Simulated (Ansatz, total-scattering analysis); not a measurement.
**water and dimethyl sulfoxide: neutron diffraction with isotope substitution**

Two samples of water and dimethyl sulfoxide (18 H2O and 5 DMSO; C 9.6, S 4.8, O 22.1, H 63.5 atom %; 320 K, fixed volume (mean pressure -0.9 GPa); ρ₀ = 0.0955 Å⁻³) differ only in the isotope of H: D (b = 6.6681 fm) and H (b = -3.7395 fm). Other lengths: C 6.6472, S 2.847, O 5.8037 fm. The data are simulated by ab initio molecular dynamics with Ansatz (LDA, plane waves, PAW default files, Langevin thermostat, no spin, fixed volume, H with the mass of D). The average runs over 1.20 ps of 104 atoms, so shells between rare elements are rough. Mean temperature 324 K, largest m.s.d. 1.49 Å², energy drift -4 meV an atom (last third less first, no steady trend), Langevin friction 10 ps⁻¹; the first quarter of the run is discarded. Start: last frame of a classical run of this cell at the same density and temperature. So short a stretch relaxes bonds and nearest shells but still remembers its start. It is a liquid that moves slowly on the time of the run as far as so short a run tells. LDA overbinds hydrogen bonds, so O–O contacts come out short and the liquid too structured. The partials come from the cell's reciprocal vectors below 4 Å⁻¹ and from g(r) above; absorption, incoherent and inelastic scattering are left out. F(Q) = Σ ci cj bi bj (Sij − 1), in barn per steradian and atom:

```tsv
Q (Å⁻¹)	2H	1H	difference
0.9	-0.225	-0.181	-0.043
1.2	-0.100	-0.164	0.063
1.5	0.036	-0.149	0.185
1.8	0.220	-0.145	0.364
2.1	0.182	-0.155	0.337
2.4	0.059	-0.134	0.193
2.7	-0.025	-0.074	0.048
3.0	-0.081	0.035	-0.116
3.3	-0.072	0.087	-0.159
3.6	-0.065	0.071	-0.136
3.9	-0.077	0.040	-0.117
4.2	-0.069	0.037	-0.106
4.5	-0.059	0.043	-0.103
4.8	-0.050	0.050	-0.100
5.1	-0.039	0.054	-0.093
5.4	-0.031	0.049	-0.080
5.7	-0.030	0.025	-0.056
6.0	-0.033	-0.009	-0.024
6.3	-0.023	-0.034	0.011
6.6	0.005	-0.040	0.045
6.9	0.037	-0.036	0.073
7.2	0.059	-0.029	0.088
7.5	0.069	-0.022	0.092
7.8	0.070	-0.018	0.089
8.1	0.065	-0.016	0.081
8.4	0.050	-0.016	0.066
8.7	0.029	-0.015	0.044
9.0	0.004	-0.010	0.014
9.3	-0.020	0.002	-0.022
9.6	-0.040	0.017	-0.057
9.9	-0.051	0.027	-0.079
10.2	-0.052	0.028	-0.080
10.5	-0.046	0.023	-0.068
10.8	-0.038	0.015	-0.053
```

The first difference in real space, ΔG(r), in barn (from the pair functions, so without the broadening of a finite Q range):

first difference G(r), r (Å) and value: 0.50 -0.393, 0.58 -0.393, 0.66 -0.393, 0.74 -0.393, 0.82 -0.393, 0.90 -0.373, 0.98 2.875, 1.06 2.154, 1.14 1.452, 1.22 -0.364, 1.30 -0.391, 1.38 -0.370, 1.46 -0.274, 1.54 -0.093, 1.62 0.054, 1.70 0.033, 1.78 0.100, 1.86 -0.008, 1.94 -0.201, 2.02 -0.242, 2.10 -0.224, 2.18 -0.209, 2.26 -0.167, 2.34 -0.096, 2.42 -0.110, 2.50 -0.165, 2.58 -0.169, 2.66 -0.138, 2.74 -0.082, 2.82 -0.036, 2.90 0.003, 2.98 0.033, 3.06 0.045, 3.14 0.052, 3.22 0.039, 3.30 0.038, 3.38 0.026, 3.46 0.021, 3.54 0.059

Q: What does the difference say of the neighbours of H?

Pairs without H cancel. ΔG(r) = Σ W [g(r) − 1] with W = 2 c(H) c(j) b(j) Δb, and c(H)² (b₁² − b₂²) for H–H: H–C 0.0844, H–S 0.0181, H–O 0.1696, H–H 0.1227 barn. At small r, ΔG → −ΣW = -0.395; in this finite cell the H–H term carries (N − 1)/N with N = 66 atoms of H, which gives -0.393.

The first feature holds O–H (1.00 Å, 0.5 neighbours by the coordinates) and C–H (1.10 Å, 0.5 neighbours by the coordinates) together, so its area gives only their weighted sum.

Shells of H from the coordinates: O–H at 1.00 Å, 0.5 neighbours to 1.26 Å; C–H at 1.10 Å, 0.5 neighbours to 1.42 Å; H–H at 1.81 Å, 1.7 neighbours to 2.04 Å, a soft count; S–H at 2.37 Å, 0.6 neighbours to 2.90 Å, a soft count (first peaks with a usable minimum only). Counts average over all H, whatever molecule they sit on, and second peaks of a pair (H two bonds away, hydrogen bonds) add features between 1.5 and 2.5 Å that aren't listed. The structure is taken to be the same for both isotopes, which holds least well for H and D.

[Logs are printed without paths, hosts, clocks, repeated set-up lines and the standing remarks that a program may print on its own settings, such as how far it seeks lower states.]
